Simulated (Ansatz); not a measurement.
# Functionals, potentials and the resistivity of LuH2 (Fm-3m), part 5 of 5

Each step names its level of theory.

So far, coupling constant λ: step 4 (resistivity: LDA at its own relaxed cell) 0.257; step 5 (resistivity: the database cell, unrelaxed, PBEsol) 0.271; step 7 (resistivity: PseudoDojo files, PBEsol PseudoDojo norm-conserving) 0.258; step 8 (coupling and resistivity: finite displacements, PBEsol) 0.258. Also resistivity at 300 K (μΩ cm): step 4 11.4; step 5 12.5; step 7 11.3; step 8 11.4.

## Step 9: Tight relaxation (r2SCAN, PAW)

The cell is relaxed at this level, with tight thresholds.

This step: DFT r2SCAN, scalar-relativistic, plane waves, PAW (Ansatz 0.2.0).

The input, input.yaml:

```yaml
crystal:
  lattice:
    - [0.0, 2.4792260564, 2.4792260564]
    - [2.4792260564, 0.0, 2.4792260564]
    - [2.4792260564, 2.4792260564, 0.0]
  atoms:
    - { symbol: Lu, position: [0.0, 0.0, 0.0] }
    - { symbol: H, position: [0.25, 0.25, 0.25] }
    - { symbol: H, position: [0.75, 0.75, 0.75] }
kpoints:
  mp_grid: { grid: [10, 10, 10] }
hamiltonian:
  xc: r2scan
scf:
  occupations: { method: methfessel_paxton, width: 0.2 }
output:
  forces: true
  stress: true
  eigenvalues: true
relax:
  adjacent_minimum: "off"
  f_tol: 0.001
  max_steps: 60
  cell: { stress_tol: 0.01 }
```

Total energies of two functionals don't compare. The cutoff isn't typed and follows the default for these files.

Started as:

```bash
> ansatz run input.yaml --threads 8 --pin off --max-ram 16384MiB --backend cpu --events-out ev --progress --plain --runs-dir out
```

Numbers of over 12 decimals in the logs are rounded to 6 here.

What it wrote:

```text
[the first part of the log is left out]
  E_vpaw       = 361.930707  (= ΣTr[D̂ρ^β])
  E_aug_tail   = -0.000981  (compensation charges beyond the density's cutoff)
  E_vtau       = 17.014620  (kinetic-family band-sum trace: ∫τ·v_τ [+ j·A + Jᵃ·Aᵃ] dr)
  E_ewald      = -4264.466948
  E_core_change = 0.677523  (= ΣΔE_core)
  E_smearing   = 0.000965  (= −TS)
  E_closure    = 0.000000  (closes the sum)
  Σ components = -14777.889640   (vs F -14777.889640, Δ=0.00e0)
[...]
--- Stress (GPa, compression-positive) ---
        0.003181       0.000000       0.000000
        0.000000       0.003181       0.000000
        0.000000       0.000000       0.003181
  P = ⅓ Tr σ = 0.0032 GPa (0.032 kbar)
--- Band table (eV; the first three rows and the last of 47) ---
[...]
--- Relaxed structure (4 steps of the walk, 3 accepted, 1 SCFs on fresh bases) ---
[...]
cell:  # Å, volume = 31.1101 Å³
    - [0, 2.496263, 2.496263]
    - [2.496263, 0, 2.496263]
    - [2.496263, 2.496263, 0]
  atoms:
    - { symbol: Lu, position: [0, 0, 0] }
    - { symbol: H, position: [0.25, 0.25, 0.25] }
    - { symbol: H, position: [0.750000, 0.750000, 0.750000] }
```

It took 6.8 s on 8 threads of Arm Neoverse N1, shared host; peak memory 0.49 GiB; 43 s of CPU time.

Step by step:

```
step  energy less that of the first step (eV)  largest force component (eV/Å)  pressure (GPa)  volume (Å³)
   1                                   0.0000                          0.0000            2.08        30.48
   2                                   0.0106                          0.0000           -3.53        32.34
   3                                  -0.0038                          0.0000           -0.11        31.14
   4                                  -0.0038                          0.0000            0.00        31.11
   5                                  -0.0040                          0.0000            0.00        31.11
```

The log counts 1 steps on a newly chosen plane-wave basis, not all of them marked here; energy and pressure can jump at such steps. Relaxation step 2 was tried and not accepted.

```
conventional cell, symmetrised  before  after  change
                         a (Å)   4.958  4.993  +0.7 %
                         b (Å)   4.958  4.993  +0.7 %
                         c (Å)   4.958  4.993  +0.7 %
              volume (Å³/atom)   10.16  10.37  +2.1 %
```

Final coordinates:

```xyz
3
Lattice="0.0000 2.4963 2.4963 2.4963 0.0000 2.4963 2.4963 2.4963 0.0000" Properties=species:S:1:pos:R:3 pbc="T T T"
Lu    0.0000    0.0000    0.0000
H     1.2481    1.2481    1.2481
H     3.7444    3.7444    3.7444
```

This step gave:

| Quantity | Value |
| --- | --- |
| pressure | 0.003181 GPa |
| volume per atom | 10.37 Å³ |

The largest force is now zero by symmetry and the largest stress component 0.0032 GPa, small enough for phonons.

## Step 10: Resistivity: r2SCAN at its own relaxed cell

The functional sets the lattice constant, the bands and the force constants.

The input, input.yaml:

```yaml
crystal:
  lattice:
    - [0.0, 2.4962631302, 2.4962631302]
    - [2.4962631302, 0.0, 2.4962631302]
    - [2.4962631302, 2.4962631302, 0.0]
  atoms:
    - { symbol: Lu, position: [0.0, 0.0, 0.0] }
    - { symbol: H, position: [0.25, 0.25, 0.25] }
    - { symbol: H, position: [0.75, 0.75, 0.75] }
kpoints:
  mp_grid: { grid: [8, 8, 8] }
hamiltonian:
  xc: r2scan
scf:
  occupations: { method: methfessel_paxton, width: 0.2 }
output:
  eigenvalues: true
phonons:
  method: dfpt
  qmesh: [2, 2, 2]
  temperatures: { t_max: 1000, t_step: 50 }
  qpath:
    path:
      - [[0.0, 0.0, 0.0], [0.5, 0.0, 0.5], [0.625, 0.25, 0.625]]
      - [[0.375, 0.375, 0.75], [0.0, 0.0, 0.0], [0.5, 0.5, 0.5], [0.5, 0.25, 0.75], [0.5, 0.0, 0.5]]
    npoints: 10
  electrical_resistivity:
    mesh: [12, 12, 12]
    temperatures: [20.0, 50.0, 80.0, 100.0, 150.0, 200.0, 273.0, 300.0, 400.0, 500.0, 600.0, 800.0]
  superconductivity: { mesh: [12, 12, 12], eliashberg_equations: false }
```

What it wrote:

```text
[...]
Crystal: 3 atoms, lattice volume = 31.110 Å³
Basis set: ecut = 500 eV, 749 PW (Γ), exchange–correlation on 135×135×135 points (125 copies of the dense FFT grid, shifted against one another)
Bands: 18, of which v1, the nominal top of the filled ones, is band 14 counted from 1 (13 counted from 0)
Symmetry: 48 space group operations
k-points: 95 of 512 (irreducible under 4 space group operations, time reversal used)
[...]
SCF iter   1: F=—  HF=-14777.870077 eV  |F-HF|=—  |Δ(HF+E_count)|=         —  Δρ=9.69e-3  dr2=1.96e-2  dr2_τ=2.43e-2  ethr=1.77e-3  ⟨swp⟩=4.8  Hψ=7866  notcnv=0
[...]
SCF iter  10: F=-14777.882471 eV  HF=-14777.882471 eV  |F-HF|=3.64e-12  |Δ(HF+E_count)|=  3.64e-12  S|Δr|=    0.00e0  Δρ=1.09e-7  dr2=2.03e-12  dr2_τ=7.39e-13  ethr=1.00e-12  ⟨swp⟩=7.9  Hψ=8834  notcnv=0
SCF 1 converged in 10 iterations: F = -14777.882471 eV  dr2 = 2.03e-12
[...]
DFPT response loops at Γ: preconditioner auto → Kerker (q_TF=auto, 2.665 Å⁻¹) (partly filled bands, converged f_vac=0.000); β = 1.00, the filter's whole step (`scf.mixing.beta` (0.50) is not read by the response loops under this deck's `scf.mixing.preconditioner`; to damp them name `kerker` or `kerker_dos`, under which they read `scf.mixing.beta`, and type it under 1.00, their step now; both keys bind the ground state too); Broyden in place of MSR1
[...]
k-points: 29 of 512
SCF iter   1: F=—  HF=-14777.870087 eV  |F-HF|=—  |Δ(HF+E_count)|=         —  Δρ=9.69e-3  dr2=1.96e-2  dr2_τ=2.43e-2  ethr=1.77e-3  ⟨swp⟩=4.8  Hψ=2386  notcnv=0
[...]
SCF iter  10: F=-14777.882471 eV  HF=-14777.882471 eV  |F-HF|=0.00e0  |Δ(HF+E_count)|=  7.28e-12  S|Δr|=    0.00e0  Δρ=1.09e-7  dr2=1.98e-12  dr2_τ=7.50e-13  ethr=1.00e-12  ⟨swp⟩=3.0  Hψ=1383  notcnv=0
SCF 2 converged in 10 iterations: F = -14777.882471 eV  dr2 = 1.98e-12
[...]
SCF converged after 10 iterations
[...]
Free energy (F): -14777.882471 eV
[...]
Internal energy: -14777.877304 eV  (E = F + TS)
E sigma→0 (E₀):  -14777.881180 eV
Entropy (-TS):   -0.005167 eV (-1.722 meV/atom)
Fermi energy:    13.759917 eV
[...]
--- Band table (eV; the first three rows and the last of 95) ---
  k-point 0: bands = [... 10 lower, 8.7311, 8.7311, 12.8299, 15.3066, 15.3066, 15.3066, 18.3135, 18.3135]
  k-point 1: bands = [... 10 lower, 8.7192, 8.7315, 11.6427, 15.5040, 15.5040, 16.9191, 18.0835, 18.0835]
  k-point 2: bands = [... 10 lower, 8.6975, 8.7324, 10.2889, 15.7212, 15.7212, 18.1045, 18.1045, 18.8602]
  k-point 94: bands = [... 10 lower, 8.6931, 8.9545, 8.9545, 12.5377, 15.7977, 20.1422, 20.6333, 20.6333]
--- Phonons (Γ-DFPT): 2 representative perturbations + reference, on 95 of 512 k-points (Σ response iterations 20) ---
  k mesh reduced under 4 symmetry operations, with k and −k counted as one. Each operation leaves every solved perturbation unchanged. A smaller set is not considered because the functional reads the kinetic-energy density
  ASR residual: 2.259e-4 → 0.000e0 eV/Å²; symmetrization residual: 3.315e-7 eV/Å²
  ASR residual per site (eV/Å²): 2.26e-4 2.91e-5 2.91e-5
  Γ frequencies (cm⁻¹): 0.00 0.00 0.00 975.51 975.51 975.51 1198.35 1198.35 1198.35
--- Phonons (arbitrary-q DFPT): 3 irreducible q on the 2×2×2 mesh ---
[...]
interpolated dispersion: 62 rows × 9 modes
[...]
--- Electrical resistivity: potentials and phonons of a 2×2×2 supercell ---
[...]
at the Fermi level of each mesh (of a tensor a third of its trace):
[...]
12×12×12                     0.2732              5.2447    0.3255    0.4206          24.192
          6×6×6                     0.2666              5.1881    0.3134    0.4015          24.587
          3×3×3                     0.2701              4.8437    0.2485    0.3799          26.154
  resistivity on the deck's mesh, µΩ·cm:
[...]
20.00     8.2474e-3             yes     8.2474e-3     8.2474e-3     8.2474e-3       2.1965e-2         9.9531e-3
     50.00     7.4030e-1             yes     7.4030e-1     7.4030e-1     7.4030e-1        1.0314e0         6.7767e-1
     80.00      2.3989e0              no      2.3989e0      2.3989e0      2.3989e0        2.6662e0          1.9953e0
    100.00      3.5218e0              no      3.5218e0      3.5218e0      3.5218e0        3.7541e0          2.8799e0
    150.00      6.1285e0              no      6.1285e0      6.1285e0      6.1285e0        6.3640e0          4.9597e0
    200.00      8.6188e0              no      8.6188e0      8.6188e0      8.6188e0        8.9222e0          6.9641e0
    273.00      1.2359e1              no      1.2359e1      1.2359e1      1.2359e1        1.2822e1          9.9944e0
    300.00      1.3810e1              no      1.3810e1      1.3810e1      1.3810e1        1.4343e1          1.1176e1
    400.00      1.9498e1              no      1.9498e1      1.9498e1      1.9498e1        2.0306e1          1.5829e1
    500.00      2.5514e1              no      2.5514e1      2.5514e1      2.5514e1        2.6586e1          2.0776e1
    600.00      3.1666e1              no      3.1666e1      3.1666e1      3.1666e1        3.2986e1          2.5848e1
    800.00      4.4008e1              no      4.4008e1      4.4008e1      4.4008e1        4.5813e1          3.6040e1
[...]
vibrations of 8 cells: unjudged by the run; compare a larger repeat
[...]
--- Superconductivity: potentials and phonons of a 2×2×2 supercell ---
[...]
mesh         λ    ħω_log (meV)  μ* declared at (meV)
       12×12×12    0.3255          24.192               68.931
          6×6×6    0.3134          24.587               69.811
          3×3×3    0.2485          26.154               73.226
  λ by the species' shares of the modes' patterns: Lu 0.2445, H 0.0810
[...]
0.08      0.574         0.582             -             -             -             -              -
      0.10      0.284         0.287             -             -             -             -              -
      0.12      0.117         0.118             -             -             -             -              -
      0.13      0.068         0.069             -             -             -             -              -
      0.14      0.036         0.037             -             -             -             -              -
      0.16      0.007         0.008             -             -             -             -              -
      0.20      0.000         0.000             -             -             -             -              -
[...]
vibrations of 8 cells: unjudged by the run; compare a larger repeat
[...]
```

Run time: 2 min. Hardware: 8 threads; peak memory 1.2 GiB; 15 min of CPU time.

Numbers from this step:

| Item | Value |
| --- | --- |
| zero point energy | 0.4231 eV/cell |
| highest frequency, solved or plainly interpolated | 1198 cm⁻¹ |
| Debye temperature (second moment) | 1651 K |
| resistivity at 300 K | 13.81 μΩ cm |
| coupling constant λ | 0.3255 |
| density of states at the Fermi level | 0.2732 states/eV a spin and cell |
| log mean phonon energy ħω_log | 24.19 meV |
| transport coupling constant λ_tr | 0.4206, 0.4206, 0.4206 (xx, yy, zz) |
| Drude plasma energy | 5.245, 5.245, 5.245 eV (xx, yy, zz) |
| resistivity times mean free path | 13.94, 13.94, 13.94 × 10⁻¹⁶ Ω m² (xx, yy, zz) |
| second-moment phonon energy ħω₂ | 68.93 meV |

Resistivity, by row:

```
T (K)  ρ_xx (μΩ cm)      ρ_yy      ρ_zz  ρ by Ziman's lowest order, mean  ρ by relaxation times, mean  within 2 % of the coarser mesh
   20      0.008247  0.008247  0.008247                          0.02197                     0.009953                             yes
   50        0.7403    0.7403    0.7403                            1.031                       0.6777                             yes
   80         2.399     2.399     2.399                            2.666                        1.995                              no
  100         3.522     3.522     3.522                            3.754                         2.88                              no
  150         6.129     6.129     6.129                            6.364                         4.96                              no
  200         8.619     8.619     8.619                            8.922                        6.964                              no
  273         12.36     12.36     12.36                            12.82                        9.994                              no
  300         13.81     13.81     13.81                            14.34                        11.18                              no
  400          19.5      19.5      19.5                            20.31                        15.83                              no
  500         25.51     25.51     25.51                            26.59                        20.78                              no
  600         31.67     31.67     31.67                            32.99                        25.85                              no
  800         44.01     44.01     44.01                            45.81                        36.04                              no
```

Some states were left unconverged by the eigensolver. By its own test the run is not converged in the mesh. λ = 0.326 and 13.8 μΩ cm at 300 K, against 0.257 and 11.4 in the run with LDA at its own relaxed cell (+26.9 % and +21.4 %). N(E_F) moves by -5.4 % and the coupling-weighted phonon energy by -1.5 %; λ goes as N/ω², which would give -2.4 % if the matrix elements stayed.

## Step 11: The variants together

Series, by row:

```
   run                          change                                                           level of theory  method  q mesh or supercell  k mesh  scattering mesh               smearing  volume (Å³/atom)  N(E_F) (states/eV/spin)  lambda  omega_log (meV)  rho 300 K (μΩ cm)  core-minutes  wall (s)
   lda     LDA at its own relaxed cell                                             LDA, scalar-relativistic, PAW    dfpt                2x2x2   8x8x8         12x12x12  methfessel_paxton 0.2             9.863                   0.2889  0.2566            24.57              11.38           2.4        23
 start    the database cell, unrelaxed                                          PBEsol, scalar-relativistic, PAW    dfpt                2x2x2   8x8x8         12x12x12  methfessel_paxton 0.2             10.62                   0.2984  0.2714            24.06              12.53           2.5        24
    nc                PseudoDojo files  PBEsol, scalar-relativistic, PseudoDojo norm-conserving pseudopotentials    dfpt                2x2x2   8x8x8         12x12x12  methfessel_paxton 0.2             10.13                   0.2889  0.2578            25.05              11.34           9.3        75
    fd            finite displacements                                          PBEsol, scalar-relativistic, PAW      fd                2x2x2   8x8x8         12x12x12  methfessel_paxton 0.2             10.16                   0.2893   0.258            24.97              11.36           5.5        46
r2scan  r2SCAN at its own relaxed cell                                          r2SCAN, scalar-relativistic, PAW    dfpt                2x2x2   8x8x8         12x12x12  methfessel_paxton 0.2             10.37                   0.2732  0.3255            24.19              13.81            15       120
```

## Step 12: Results

| Quantity | Value |
| --- | --- |
| run | LDA, q 2×2×2, k 8×8×8, scattering 12×12×12 (LDA at its own relaxed cell) |
| coupling constant λ | 0.257 |
| log mean phonon energy ħω_log | 24.6 meV |
| states at the Fermi level | 0.289 states/eV/spin/cell |
| resistivity at 300 K | 11.4 μΩ cm |
| Drude plasma energy | 5.14 eV |
| resistivity times mean free path | 13.5 × 10⁻¹⁶ Ω m² |
| change between its two finest scattering meshes | λ 2 % |
| time of that run | 23 s |

In words: Over the 5 runs that ended, ρ(300 K) of LuH2 (Fm-3m) spans 11.3 to 13.8 μΩ cm and λ 0.257 to 0.326; the run with r2SCAN at its own relaxed cell lies farthest from the median resistivity of 11.4 (+21 %). The Sommerfeld coefficient follows from γ = (π²/3) k_B² N(E_F)(1 + λ) with both spins counted, 1.71 with the factor and 1.36 without (mJ/(mol K²), run with LDA at its own relaxed cell). The coupling is weak (λ = 0.26 in the run with LDA at its own relaxed cell), so phonons raise the electrons' mass at the Fermi surface by about 26 %. Values of ρ(T) under 50 K rest on the softest modes, mostly interpolated ones, and are the least sure of the table. The high-temperature form ρ = 2π k_B T λ_tr/(ħ ε₀ ω_p²) gives 15.3 μΩ cm along x at 300 K, against 11.4 from the Boltzmann equation. Ziman's lowest order at 300 K, 12.0, lies between: the step down to it comes mostly from the finite phonon energies, and the full solution lies lower still, since it lets the current shift to the states that scatter least. By their share in the modes' patterns, Lu atoms take 76 % of λ. The three lowest branches give 76 % of λ. In the run quoted no mode is imaginary at the wavevectors of the 2×2×2 mesh; wavevectors off that mesh are interpolated. Only scattering by harmonic phonons counts; impurities, grain boundaries and thermal expansion are left out.

Calculation against experiment:

| quantity | measured | LDA at its own relaxed cell | the database cell, unrelaxed | PseudoDojo files | finite displacements | r2SCAN at its own relaxed cell |
| --- | --- | --- | --- | --- | --- | --- |
| Sommerfeld coefficient γ (per mole of LuH2) (mJ/(mol K²)) | 2.1 | 1.71 (-18.5 %) | 1.79 (-14.8 %) | 1.71 (-18.4 %) | 1.72 (-18.3 %) | 1.71 (-18.7 %) |

Measured values from arxiv:2304.00558 (2023).

Verdict: The Sommerfeld coefficient γ is off by -18.5 % at LDA at its own relaxed cell: fair agreement.

[Logs are printed without paths, hosts, clocks, repeated set-up lines and the standing remarks that a program may print on its own settings, such as how far it seeks lower states.]

[Hosts, paths, dates, database ids (printed as entryN), source tags and the programs' standing remarks are cut or masked in the printed files.]
